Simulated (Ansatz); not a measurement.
# SmBiPt, from a guessed structure to a relaxed one, part 2 of 2

This structure for SmBiPt is made up. Its elements were placed in a known structure type with a cell scaled to their sizes. What cell does the guess relax to, and how far off was it?

Ansatz 0.2.0; DFT, PBE, plane-wave PAW, default files, scalar-relativistic, ferromagnetic start, cell and ions relaxed at zero pressure (the session's first sound run).

So far: The starting structure; Relaxation of the guess. The relaxed cell has a = 4.765, c = 4.026 Å (conventional setting).

In doubt: a part-filled 4f shell, where there is one, can sit in one of many states, so energies may not be the lowest and differences between runs may mislead; derivatives with an open 4f shell can jump between states, which bears on forces and vibrations.

**3. Bands of the relaxed cell**

With the geometry fixed, one more self-consistent run, with a narrower smearing and the mesh shown in its input, gives the bands, and its pressure, and its forces where symmetry allows any, show how far the geometry depends on these settings.

This step: DFT, PBE, plane-wave PAW, default files, scalar-relativistic, ferromagnetic start, bands and density of states at the relaxed cell (Ansatz 0.2.0).

The input, input.yaml:

```yaml
crystal:
  lattice:
    - [4.7646834958, 0.0, 0.0]
    - [-2.3823417479, 4.1263369484, 0.0]
    - [0.0, 0.0, 4.0261331598]
  atoms:
    - { symbol: Bi, position: [0.3333333333, 0.6666666667, 0.5] }
    - { symbol: Pt, position: [0.0, 0.0, 0.5] }
    - { symbol: Sm, position: [0.6666666667, 0.3333333333, 0.0], spin: 5.7 }
magnetization:
  spin_polarized: true
kpoints:
  mp_grid: { grid: [8, 8, 8] }
  band_path:
    path:
      - [[0.0, 0.0, 0.0], [0.5, 0.0, 0.0], [0.33333333, 0.33333333, 0.0], [0.0, 0.0, 0.0], [0.0, 0.0, 0.5], [0.5, 0.0, 0.5], [0.33333333, 0.33333333, 0.5], [0.0, 0.0, 0.5]]
      - [[0.5, 0.0, 0.5], [0.5, 0.0, 0.0]]
      - [[0.33333333, 0.33333333, 0.0], [0.33333333, 0.33333333, 0.5]]
    npoints: 8
scf:
  occupations: { method: fermi_dirac, width: 0.03 }
  n_extra_bands: 10
hamiltonian:
  xc: pbe
  pseudopotentials: { kind: paw }
output:
  forces: true
  stress: true
  write_bands: true
  dos: { projected: true }
  write_density: true
  write_potential: true
  elf: true
  volumetric_format: npy
```

Run with:

```sh
ansatz run input.yaml --threads 4 --pin off --max-ram 10240MiB --backend cpu --events-out ev --progress --plain --runs-dir out
```

Numbers of over 12 decimals in the logs are rounded to 6 here.

The log of the run:

```text
Sm: projections on atomic orbitals take those of the free atom [Kr 4d10] 4f6 5s2 5p6 5d0 6s2, of charge +0.00 (hamiltonian.pseudopotentials.projection_atoms); the dataset's partial waves leave at most 1.0e-3 of an orbital's norm unspanned inside its sphere
[...]
Crystal: 3 atoms, lattice volume = 79.157 Å³
Basis set: ecut = 420 eV, 1555 PW (Γ), exchange–correlation on 64×64×54 points (8 copies of the dense FFT grid, shifted against one another)
Bands: 35, of which v1, the nominal top of the filled ones, is band 25 counted from 1 (24 counted from 0)
Symmetry: 12 space group operations
[...]
k-points: 50 of 512 (time reversal used)
[...]
Starting moments: Σ|m| = 5.7 μB on 1 of 3 sites
[...]
SCF iter   1: F=—  HF=-33199.883319 eV  |F-HF|=—  |Δ(HF+E_count)|=         —  Δρ=1.31e-1 (↑1.31e-1 ↓1.05e-1)  dr2=9.85e1  dr2_m=5.95e-1  M=6.187 μB ∫|m|=6.663 μB  β_m=0.30  ethr=3.10e-3  ⟨swp⟩=5.1  Hψ=12507  notcnv=0
[...]
SCF iter  19: F=-33166.362623 eV  HF=-33166.362623 eV  |F-HF|=3.54e-9  |Δ(HF+E_count)|=   5.30e-9  Δρ=2.44e-6 (↑2.44e-6 ↓2.42e-7)  dr2=3.53e-9  dr2_m=1.09e-9  M=5.723 μB ∫|m|=5.870 μB  ethr=7.56e-12  ⟨swp⟩=13.7  Hψ=24048  notcnv=0
SCF 1 converged in 19 iterations: F = -33166.362623 eV  dr2 = 3.53e-9
[...]
Symmetry: 6 space group operations
k-points: 65 of 512 (time reversal used)
SCF iter   1: F=—  HF=-33199.883314 eV  |F-HF|=—  |Δ(HF+E_count)|=         —  Δρ=1.31e-1 (↑1.31e-1 ↓1.05e-1)  dr2=9.85e1  dr2_m=5.95e-1  M=6.187 μB ∫|m|=6.663 μB  β_m=0.30  ethr=3.10e-3  ⟨swp⟩=5.1  Hψ=16268  notcnv=0
[...]
SCF iter   7: F=—  HF=-33166.314716 eV  |F-HF|=—  |Δ(HF+E_count)|=         —  Δρ=7.67e-3 (↑7.67e-3 ↓3.91e-4)  dr2=6.31e-3  dr2_m=1.07e-2  M=5.734 μB ∫|m|=5.900 μB  β_m=0.70  ethr=7.65e-6  ⟨swp⟩=2.0  Hψ=6260  notcnv=0  defer=253
[...]
iteration 7: the lowest order of the open f orbitals that was found in this iteration's bands is taken; the next order that was found lies 23 meV over it there
SCF iter   8: F=—  HF=-33166.365850 eV  |F-HF|=—  |Δ(HF+E_count)|=         —  Δρ=1.05e-2 (↑1.05e-2 ↓9.99e-4)  dr2=9.62e-2  dr2_m=1.99e-2  M=5.637 μB ∫|m|=5.806 μB  β_m=0.70  ethr=7.65e-6  ⟨swp⟩=2.2  Hψ=8402  notcnv=0  defer=253
[...]
SCF iter  27: F=-33166.373326 eV  HF=-33166.373326 eV  |F-HF|=7.18e-8  |Δ(HF+E_count)|=   3.58e-8  Δρ=7.90e-6 (↑7.90e-6 ↓1.00e-6)  dr2=7.42e-8  dr2_m=1.04e-8  M=5.705 μB ∫|m|=5.874 μB  ethr=1.15e-10  ⟨swp⟩=11.4  Hψ=31700  notcnv=0
SCF 2 converged in 27 iterations: F = -33166.373326 eV  dr2 = 7.42e-8
NSCF: frozen V_eff on 75 k-points
SCF converged after 27 iterations
Magnetization: 5.7046 μB (27.3523 up, 21.6477 down)
Absolute magnetization: 5.8749 μB (∫|ρ↑−ρ↓|, with the PAW one-centre terms)
[...]
Per-site moments (μB) at R_I (Å): [(-0.018364, 1.134743), (-0.052877, 1.134743), (5.655783, 1.406125)]
Free energy (F): -33166.373326 eV
[...]
Internal energy: -33166.329005 eV  (E = F + TS)
E sigma→0 (E₀):  -33166.351165 eV
Entropy (-TS):   -0.044321 eV (-14.774 meV/atom)
Fermi energy:    13.856937 eV
[...]
--- Forces (eV/Å), atoms counted from 1 ---
  atom   1  Bi     0.00000000     0.00000000    -0.06642955
  atom   2  Pt    -0.00000000     0.00000000     0.02731710
  atom   3  Sm     0.00000000    -0.00000000     0.03911274
  max |Σ_I F_I| component: 2.88e-7 eV/Å
--- Stress (GPa, compression-positive) ---
        0.170646       0.000000       0.000000
        0.000000       0.170646       0.000000
        0.000000       0.000000      -0.628076
  P = ⅓ Tr σ = -0.0956 GPa (-0.956 kbar)
--- Band table (eV; the first three rows and the last of 130) ---
  k-point 0 ↑: bands = [... 21 lower, 13.4072, 13.4072, 13.4579, 13.6224, 13.6224, 13.8708, 13.8708, 13.9744, ... 6 higher]
  k-point 1 ↑: bands = [... 21 lower, 13.3748, 13.3748, 13.4583, 13.6989, 13.6989, 13.8394, 13.9856, 13.9856, ... 6 higher]
  k-point 2 ↑: bands = [... 21 lower, 13.3453, 13.3453, 13.4595, 13.6449, 13.7530, 13.7530, 14.1846, 14.4250, ... 6 higher]
  k-point 64 ↓: bands = [... 21 lower, 12.5916, 14.4040, 16.8377, 17.1785, 17.2302, 17.3916, 17.4466, 17.5033, ... 6 higher]
```

The job ended after 40 s (4 threads of Intel Xeon Platinum 8488C (Sapphire Rapids), shared host; peak memory 0.79 GiB).

Reading the cycles: dr2 is the Hartree energy of the density residual (eV), the measure of convergence; HF is the Harris–Foulkes estimate of the energy, which meets the free energy F at convergence.

This step gave:

```
free energy             : -33166.3733 eV
energy at zero smearing : -33166.3512 eV
smearing term TS        : 0.04432 eV
Fermi energy            : 13.86 eV
magnetization           : 5.705 μB
absolute magnetization  : 5.875 μB
site moments            : -0.01836, -0.05288, 5.656 μB
symmetry operations     : 6
pressure                : -0.09559 GPa
```

bands.tsv at the labelled points (eV, zero at the Fermi level; the bands that come nearest the Fermi level along the path):

```tsv
point	band_25_up	band_26_up	band_27_up	band_28_up	band_29_up	band_20_dn	band_21_dn	band_22_dn
Γ	-0.23	0.01	0.01	0.12	0.72	-0.04	-0.04	0.33
M	-0.11	-0.01	0.09	0.63	0.65	-1.03	0.74	0.94
K	-0.12	-0.04	0.00	1.38	1.96	-2.34	1.23	2.50
Γ	-0.23	0.01	0.01	0.12	0.72	-0.04	-0.04	0.33
A	-0.08	-0.08	0.86	1.87	1.87	0.95	1.40	1.40
L	-0.37	-0.08	-0.02	0.01	0.10	-1.54	-1.22	0.32
H	-0.38	-0.09	-0.02	0.00	0.32	-1.58	-1.27	0.60
A	-0.08	-0.08	0.86	1.87	1.87	0.95	1.40	1.40
L	-0.37	-0.08	-0.02	0.01	0.10	-1.54	-1.22	0.32
M	-0.11	-0.01	0.09	0.63	0.65	-1.03	0.74	0.94
K	-0.12	-0.04	0.00	1.38	1.96	-2.34	1.23	2.50
H	-0.38	-0.09	-0.02	0.00	0.32	-1.58	-1.27	0.60
```

Force by atom:

```csv
atom,x (eV/Å),y (eV/Å),z (eV/Å),size
Bi1,0.0000,0.0000,-0.0664,0.0664
Pt2,0.0000,0.0000,0.0273,0.0273
Sm3,0.0000,0.0000,0.0391,0.0391
```

Spin density in the ab plane at fractional z = 0.500, with atoms of Bi and Pt within 0.2 Å of it.

Ten even steps from '_' (-2.47 × 1e-2 e/Å³) to '@' (0.81 × 1e-2 e/Å³), each cell a mean:
```
__::++****************++..__
--++******************++----
++********####********++====
******########**************
******########****##########
##****######****####%%%%%%##
##****####****##%%%%%%%%%%##
##**********##%%%%@@@@@@%%##
##********####%%@@@@@@@@%%##
**********##%%@@@@@@@@%%%%##
**********##%%@@@@@@@@%%##**
----==++**##%%%%%%%%%%##**++
....--++**##%%%%%%####**++--
__..--****##########**++--..
```
Columns run along a (4.8 Å), rows up along b (4.8 Å). Atoms in or near the plane, at fractional coordinates: Bi at (0.33, 0.67), Pt at (0.00, 0.00).

Electrostatic potential energy in the ab plane at fractional z = 0.500, with atoms of Bi and Pt within 0.2 Å of it. With pseudopotentials it is smooth inside the atoms' cores, unlike the true potential.

Ten even steps from '_' (-81 eV) to '@' (16 eV), each cell a mean:
```
..==##@@@@@@%%%%@@@@@@**--..
==##@@@@%%##**##%%@@@@**==--
%%@@@@##==::::++%%@@@@%%****
@@@@%%==______++%%@@@@@@@@@@
@@%%**..____::##@@@@@@@@@@@@
@@%%++____..++%%@@@@@@@@@@@@
@@%%++----**%%@@@@@@@@@@@@@@
@@%%%%##%%%%@@@@@@@@@@@@@@@@
@@@@@@@@@@@@@@@@@@@@@@@@@@@@
@@@@@@@@@@@@@@@@@@@@@@@@@@@@
%%%%%%@@@@@@@@@@@@@@@@@@@@@@
++==++%%@@@@@@@@@@@@@@@@@@##
::::==%%@@@@@@@@@@@@@@@@##==
__::++%%@@@@@@@@@@@@@@%%==..
```
Columns run along a (4.8 Å; values clipped at the 3rd and 97th percentile), rows up along b (4.8 Å). Atoms in or near the plane, at fractional coordinates: Bi at (0.33, 0.67), Pt at (0.00, 0.00).

ELF in the ab plane at fractional z = 0.500, with atoms of Bi and Pt within 0.2 Å of it. It is the smooth field of the valence electrons, not physical close to the nuclei.

Ten even steps from '_' (0.06) to '@' (0.68), each cell a mean:
```
@@%%++--++++++++++==--++@@@@
%%++--==++++++++++==--++%%@@
==--==++==----++++==--==****
====++==..__..++++==========
++++++......::++++++==++++==
++++==..__::++++++==========
++++++----++++++==::::::--==
++++++++++++++--..____..::==
++++====++++==::______..::==
==----========..______::====
======--==++==..____::==++==
##%%##====++==::..::==++==++
@@@@%%++======----======++%%
@@@@##====++++++++======%%@@
```
Columns run along a (4.8 Å), rows up along b (4.8 Å). Atoms in or near the plane, at fractional coordinates: Bi at (0.33, 0.67), Pt at (0.00, 0.00).

**4. Summary of results**

* space group, relaxed: P-6m2
* conventional cell: a = 4.765, b = 4.765, c = 4.026 Å; α = 90.0°, β = 90.0°, γ = 120.0°
* volume per atom: 26.39 Å³ (guess 24.25)
* total moment: 5.70 μB in the cell of 3 atoms

**Reading.** SmBiPt relaxes to P-6m2 with a = 4.765, b = 4.765 and c = 4.026 Å. The guessed volume was 8 % too small. The space group P-6m2 was held in the relaxation, so the end point is a stationary structure within it and may be a saddle against distortions or other arrangements. The input starts from parallel moments, and no other start was typed. The f shell may be open and has no Hubbard U, so its place in energy and the volume are uncertain. The electronic state may lie above the lowest one. Bands cross the Fermi level, so it is a metal or semimetal at this level. On the 8×8×8 mesh with the narrower smearing (relaxed on 7×7×6) the largest force component is 0.066 eV/Å and the largest stress component is 0.628 GPa, against the relaxation's thresholds of 0.015 eV/Å and 0.05 GPa. The cutoff wasn't tested. Spin-orbit coupling is left out, which can matter for elements this heavy. No dispersion term is used, so weakly bound directions may come out too long. Nothing here tests whether the compound is stable against decomposition.

[Logs are printed without paths, hosts, clocks, repeated set-up lines and the standing remarks that a program may print on its own settings, such as how far it seeks lower states.]

[Hosts, paths, dates, database ids (printed as entryN), source tags and the programs' standing remarks are cut or masked in the printed files.]
